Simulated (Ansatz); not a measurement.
# A scaling study of G0W0 on TlAsF6 (R-3), part 2 of 2

Aim: time one G0W0 calculation on TlAsF6 (R-3) in larger cells, without symmetry and on fewer threads.

Ansatz 0.2.0; G0W0 on LDA, plane waves, PAW. Known limits of the many-body steps: not at the basis limit; no spin-orbit coupling; coarse k mesh.

So far. Step 7 (8 threads, 2×2×2 mesh): Against the run with 2×2×2 mesh, 125 empty bands, screening to 60 eV, the gap moves by +0.000 eV. Step 8 (16 atoms (2×1×1 cells), 1×2×2 mesh): The gap on the mesh goes from 4.68 eV to 8.44 eV, a correction of +3.76 eV. Between the two edge states, bare exchange in place of the xc potential would open the gap by 8.88 eV, and correlation takes back 5.11 eV.

## (9) 32 atoms (2×2×1 cells), 1×1×2 mesh

The input, input.yaml:

```yaml
crystal:
  lattice:
    - [7.4414477976, 4.296321889, 4.9654465514]
    - [-7.4414477976, 4.296321889, 4.9654465514]
    - [0.0, -4.2963218891, 2.4827232757]
  atoms:
    - { symbol: Tl, position: [0.0, 0.0, 0.0] }
    - { symbol: As, position: [0.25, 0.25, 0.5] }
    - { symbol: F, position: [0.34902405, 0.394749115, 0.42303816] }
    - { symbol: F, position: [0.394749115, 0.21151908, 0.6980481] }
    - { symbol: F, position: [0.105250885, 0.28848092, 0.3019519] }
    - { symbol: F, position: [0.21151908, 0.34902405, 0.78949823] }
    - { symbol: F, position: [0.28848092, 0.15097595, 0.21050177] }
    - { symbol: F, position: [0.15097595, 0.105250885, 0.57696184] }
    - { symbol: Tl, position: [0.0, 0.5, 0.0] }
    - { symbol: As, position: [0.25, 0.75, 0.5] }
    - { symbol: F, position: [0.34902405, 0.894749115, 0.42303816] }
    - { symbol: F, position: [0.394749115, 0.71151908, 0.6980481] }
    - { symbol: F, position: [0.105250885, 0.78848092, 0.3019519] }
    - { symbol: F, position: [0.21151908, 0.84902405, 0.78949823] }
    - { symbol: F, position: [0.28848092, 0.65097595, 0.21050177] }
    - { symbol: F, position: [0.15097595, 0.605250885, 0.57696184] }
    - { symbol: Tl, position: [0.5, 0.0, 0.0] }
    - { symbol: As, position: [0.75, 0.25, 0.5] }
    - { symbol: F, position: [0.84902405, 0.394749115, 0.42303816] }
    - { symbol: F, position: [0.894749115, 0.21151908, 0.6980481] }
    - { symbol: F, position: [0.605250885, 0.28848092, 0.3019519] }
    - { symbol: F, position: [0.71151908, 0.34902405, 0.78949823] }
    - { symbol: F, position: [0.78848092, 0.15097595, 0.21050177] }
    - { symbol: F, position: [0.65097595, 0.105250885, 0.57696184] }
    - { symbol: Tl, position: [0.5, 0.5, 0.0] }
    - { symbol: As, position: [0.75, 0.75, 0.5] }
    - { symbol: F, position: [0.84902405, 0.894749115, 0.42303816] }
    - { symbol: F, position: [0.894749115, 0.71151908, 0.6980481] }
    - { symbol: F, position: [0.605250885, 0.78848092, 0.3019519] }
    - { symbol: F, position: [0.71151908, 0.84902405, 0.78949823] }
    - { symbol: F, position: [0.78848092, 0.65097595, 0.21050177] }
    - { symbol: F, position: [0.65097595, 0.605250885, 0.57696184] }
kpoints:
  mp_grid: { grid: [1, 1, 2] }
hamiltonian:
  xc: lda
scf:
  occupations: { method: fixed }
gw:
  n_empty_bands: 500
  ecut_chi: 60.0
  qp_bands: [v1, c1]
  qp_kpoints: band_edges
  screening: { model: contour_deformation }
```

Command:

```
ansatz run input.yaml --threads 16 --pin off --max-ram 36864MiB --backend cpu --events-out ev --progress --plain --runs-dir out
```

Numbers of over 12 decimals in the logs are rounded to 6 here.

The program printed:

```text
[...]
Crystal: 32 atoms, lattice volume = 476.249 Å³
Basis set: ecut = 420 eV, 9373 PW (Γ)
Bands: 172, of which v1, the nominal top of the filled ones, is band 140 counted from 1 (139 counted from 0)
Symmetry: 8 space group operations
[...]
k-points: 2
[...]
k-point 1: bands = [... 136 lower, 1.8002, 1.8430, 1.8700, 1.8700, 6.5514, 7.2146, 7.3196, 7.3196, ... 28 higher]
[...]
0   140      1.8700   -22.6122     2.1379   -19.1372  0.8259     0.5145     0.5329  root
     0   141      6.5514   -14.5933    -2.9751   -19.9931  0.8383     9.0373     8.9762  root
     1   140      1.8700   -22.6122     2.1379   -19.1372  0.8259     0.5146     0.5330  root
     1   141      6.5514   -14.5933    -2.9751   -19.9931  0.8383     9.0373     8.9762  root
[key lines of the parts left out:]
SCF converged after 8 iterations
Free energy (F): -82731.510216 eV
Fermi energy:    1.870042 eV
```

Run time: 22 s. Hardware: 16 threads of Arm Neoverse V2, shared host; peak memory 2.9 GiB; 4.1 min of CPU time.

This step gave:

| Item | Value |
| --- | --- |
| bands summed | 640 |
| RPA ε∞ on this mesh (eigenvalues) | 2.452, 2.452, 2.534 |
| plane waves in the screening matrix | 505 |
| G0W0 gap on the mesh | 8.443 eV |
| k of the valence top | 0, 0, -0.5 |
| k of the conduction bottom | 0, 0, -0.5 |
| starting gap on the mesh | 4.681 eV |
| least direct G0W0 gap on the computed points | 8.443 eV |

The gap on the mesh goes from 4.68 eV to 8.44 eV, a correction of +3.76 eV. Between the two edge states, bare exchange in place of the xc potential would open the gap by 8.87 eV, and correlation takes back 5.11 eV.

## (10) 64 atoms (2×2×2 cells), 1×1×1 mesh

The input, input.yaml:

```yaml
crystal:
  lattice:
    - [7.4414477976, 4.296321889, 4.9654465514]
    - [-7.4414477976, 4.296321889, 4.9654465514]
    - [0.0, -8.5926437782, 4.9654465514]
  atoms:
    - { symbol: Tl, position: [0.0, 0.0, 0.0] }
    - { symbol: As, position: [0.25, 0.25, 0.25] }
    - { symbol: F, position: [0.34902405, 0.394749115, 0.21151908] }
    - { symbol: F, position: [0.394749115, 0.21151908, 0.34902405] }
    - { symbol: F, position: [0.105250885, 0.28848092, 0.15097595] }
    - { symbol: F, position: [0.21151908, 0.34902405, 0.394749115] }
    - { symbol: F, position: [0.28848092, 0.15097595, 0.105250885] }
    - { symbol: F, position: [0.15097595, 0.105250885, 0.28848092] }
    - { symbol: Tl, position: [0.0, 0.0, 0.5] }
    - { symbol: As, position: [0.25, 0.25, 0.75] }
    - { symbol: F, position: [0.34902405, 0.394749115, 0.71151908] }
    - { symbol: F, position: [0.394749115, 0.21151908, 0.84902405] }
    - { symbol: F, position: [0.105250885, 0.28848092, 0.65097595] }
    - { symbol: F, position: [0.21151908, 0.34902405, 0.894749115] }
    - { symbol: F, position: [0.28848092, 0.15097595, 0.605250885] }
    - { symbol: F, position: [0.15097595, 0.105250885, 0.78848092] }
    - { symbol: Tl, position: [0.0, 0.5, 0.0] }
    - { symbol: As, position: [0.25, 0.75, 0.25] }
    - { symbol: F, position: [0.34902405, 0.894749115, 0.21151908] }
    - { symbol: F, position: [0.394749115, 0.71151908, 0.34902405] }
    - { symbol: F, position: [0.105250885, 0.78848092, 0.15097595] }
    - { symbol: F, position: [0.21151908, 0.84902405, 0.394749115] }
    - { symbol: F, position: [0.28848092, 0.65097595, 0.105250885] }
    - { symbol: F, position: [0.15097595, 0.605250885, 0.28848092] }
    - { symbol: Tl, position: [0.0, 0.5, 0.5] }
    - { symbol: As, position: [0.25, 0.75, 0.75] }
    - { symbol: F, position: [0.34902405, 0.894749115, 0.71151908] }
    - { symbol: F, position: [0.394749115, 0.71151908, 0.84902405] }
    - { symbol: F, position: [0.105250885, 0.78848092, 0.65097595] }
    - { symbol: F, position: [0.21151908, 0.84902405, 0.894749115] }
    - { symbol: F, position: [0.28848092, 0.65097595, 0.605250885] }
    - { symbol: F, position: [0.15097595, 0.605250885, 0.78848092] }
    - { symbol: Tl, position: [0.5, 0.0, 0.0] }
    - { symbol: As, position: [0.75, 0.25, 0.25] }
    - { symbol: F, position: [0.84902405, 0.394749115, 0.21151908] }
    - { symbol: F, position: [0.894749115, 0.21151908, 0.34902405] }
    - { symbol: F, position: [0.605250885, 0.28848092, 0.15097595] }
    - { symbol: F, position: [0.71151908, 0.34902405, 0.394749115] }
    - { symbol: F, position: [0.78848092, 0.15097595, 0.105250885] }
    - { symbol: F, position: [0.65097595, 0.105250885, 0.28848092] }
    - { symbol: Tl, position: [0.5, 0.0, 0.5] }
    - { symbol: As, position: [0.75, 0.25, 0.75] }
    - { symbol: F, position: [0.84902405, 0.394749115, 0.71151908] }
    - { symbol: F, position: [0.894749115, 0.21151908, 0.84902405] }
    - { symbol: F, position: [0.605250885, 0.28848092, 0.65097595] }
    - { symbol: F, position: [0.71151908, 0.34902405, 0.894749115] }
    - { symbol: F, position: [0.78848092, 0.15097595, 0.605250885] }
    - { symbol: F, position: [0.65097595, 0.105250885, 0.78848092] }
    - { symbol: Tl, position: [0.5, 0.5, 0.0] }
    - { symbol: As, position: [0.75, 0.75, 0.25] }
    - { symbol: F, position: [0.84902405, 0.894749115, 0.21151908] }
    - { symbol: F, position: [0.894749115, 0.71151908, 0.34902405] }
    - { symbol: F, position: [0.605250885, 0.78848092, 0.15097595] }
    - { symbol: F, position: [0.71151908, 0.84902405, 0.394749115] }
    - { symbol: F, position: [0.78848092, 0.65097595, 0.105250885] }
    - { symbol: F, position: [0.65097595, 0.605250885, 0.28848092] }
    - { symbol: Tl, position: [0.5, 0.5, 0.5] }
    - { symbol: As, position: [0.75, 0.75, 0.75] }
    - { symbol: F, position: [0.84902405, 0.894749115, 0.71151908] }
    - { symbol: F, position: [0.894749115, 0.71151908, 0.84902405] }
    - { symbol: F, position: [0.605250885, 0.78848092, 0.65097595] }
    - { symbol: F, position: [0.71151908, 0.84902405, 0.894749115] }
    - { symbol: F, position: [0.78848092, 0.65097595, 0.605250885] }
    - { symbol: F, position: [0.65097595, 0.605250885, 0.78848092] }
kpoints:
  mp_grid: { grid: [1, 1, 1] }
hamiltonian:
  xc: lda
scf:
  occupations: { method: fixed }
gw:
  n_empty_bands: 1000
  ecut_chi: 60.0
  qp_bands: [v1, c1]
  qp_kpoints: band_edges
  screening: { model: contour_deformation }
```

The program printed:

```text
[...]
Crystal: 64 atoms, lattice volume = 952.497 Å³
Basis set: ecut = 420 eV, 18677 PW (Γ)
Bands: 344, of which v1, the nominal top of the filled ones, is band 280 counted from 1 (279 counted from 0)
Symmetry: 48 space group operations
[...]
k-points: 1
[...]
--- Band table (eV) ---
  k-point 0: bands = [... 276 lower, 1.8430, 1.8700, 1.8700, 1.8700, 6.5514, 6.5514, 6.5514, 7.2146, ... 60 higher]
[...]
gw.qp_kpoints: band_edges: 1 of 1 stored k-point solved, in 1 pass; an edge of the gap read off the rows below is read off those points alone
[...]
0   280      1.8700   -22.6122     2.1379   -19.1372  0.8259     0.5145     0.5329  root
     0   281      6.5514   -14.5933    -2.9751   -19.9931  0.8383     9.0373     8.9762  root
[key lines of the parts left out:]
SCF converged after 8 iterations
Free energy (F): -165463.020432 eV
Fermi energy:    1.870042 eV
```

It took 57 s on 16 threads; peak memory 6.4 GiB.

This step gave:

| Item | Value |
| --- | --- |
| bands summed | 1280 |
| RPA ε∞ on this mesh (eigenvalues) | 2.452, 2.452, 2.534 |
| plane waves in the screening matrix | 1021 |
| G0W0 gap on the mesh | 8.443 eV |
| k of the valence top | 0, 0, 0 |
| k of the conduction bottom | 0, 0, 0 |
| starting gap on the mesh | 4.681 eV |
| least direct G0W0 gap on the computed points | 8.443 eV |

The gap on the mesh goes from 4.68 eV to 8.44 eV, a correction of +3.76 eV. Between the two edge states, bare exchange in place of the xc potential would open the gap by 8.87 eV, and correlation takes back 5.11 eV.

## (11) The runs together

A supercell on the folded mesh samples the same points as the primitive cell, so the gap should stay. Times are wall times on shared hardware, named with each run.

| run | mesh | irreducible k | bands | screening plane waves | threads | gap (eV) | time | CPU time | host memory (GiB) |
| --- | --- | --- | --- | --- | --- | --- | --- | --- | --- |
| 8 atoms (1×1×1 cells) | 2×2×2 | 4 | 160 | 129 | 16 | 8.444 | 1.6 s | 14 s | 0.58 |
| no symmetry | 2×2×2 | 8 | 160 | 129 | 16 | 8.444 | 3 s | 32 s | 0.85 |
| 1 thread | 2×2×2 | 4 | 160 | 129 | 1 | 8.444 | 10 s | 10 s | 0.36 |
| 2 threads | 2×2×2 | 4 | 160 | 129 | 2 | 8.444 | 5.3 s | 10 s | 0.43 |
| 4 threads | 2×2×2 | 4 | 160 | 129 | 4 | 8.444 | 3 s | 11 s | 0.57 |
| 8 threads | 2×2×2 | 4 | 160 | 129 | 8 | 8.444 | 2.1 s | 12 s | 0.58 |
| 16 atoms (2×1×1 cells) | 1×2×2 | 4 | 320 | 251 | 16 | 8.443 | 6.4 s | 75 s | 1.5 |
| 32 atoms (2×2×1 cells) | 1×1×2 | 2 | 640 | 505 | 16 | 8.443 | 22 s | 4.1 min | 2.9 |
| 64 atoms (2×2×2 cells) | 1×1×1 | 1 | 1280 | 1021 | 16 | 8.443 | 57 s | 14 min | 6.4 |

## (12) Results

```yaml
8_atoms_1x1x1_cells: 1.6 s, gap 8.44 eV
no_symmetry: 3 s, gap 8.44 eV
1_thread: 10 s, gap 8.44 eV
2_threads: 5.3 s, gap 8.44 eV
4_threads: 3 s, gap 8.44 eV
8_threads: 2.1 s, gap 8.44 eV
16_atoms_2x1x1_cells: 6.4 s, gap 8.44 eV
32_atoms_2x2x1_cells: 22 s, gap 8.44 eV
64_atoms_2x2x2_cells: 57 s, gap 8.44 eV
```

What this shows: From 8 to 64 atoms the gap stays within 0.001 eV, while the time grows 35-fold. Over the last step it grows as about the power 1.4 of the size; fewer k points offset part of the fourth-power cost of the screening. Without symmetry the mesh holds 8 points in place of 4, the time changes by less than twofold and the gap changes by +0.000 eV. Going from 1 to 16 threads speeds the run 6.1-fold, an efficiency of about 38 %. The host was shared, so single times are good to a factor of about two.

[Paths, hosts, dates, memory and timing lines, banners, echoed tables and standing remarks are left out of the program output.]

[Logs are printed without paths, hosts, clocks, repeated set-up lines and the standing remarks that a program may print on its own settings, such as how far it seeks lower states.]

[Runs of the session that timed out or met a known fault of the program may be left out.]

[Cells called generated may have been cut or substituted from an entry of the Crystallography Open Database or the Materials Project.]

[Hosts, paths, dates, database ids (printed as entryN), source tags and the programs' standing remarks are cut or masked in the printed files.]
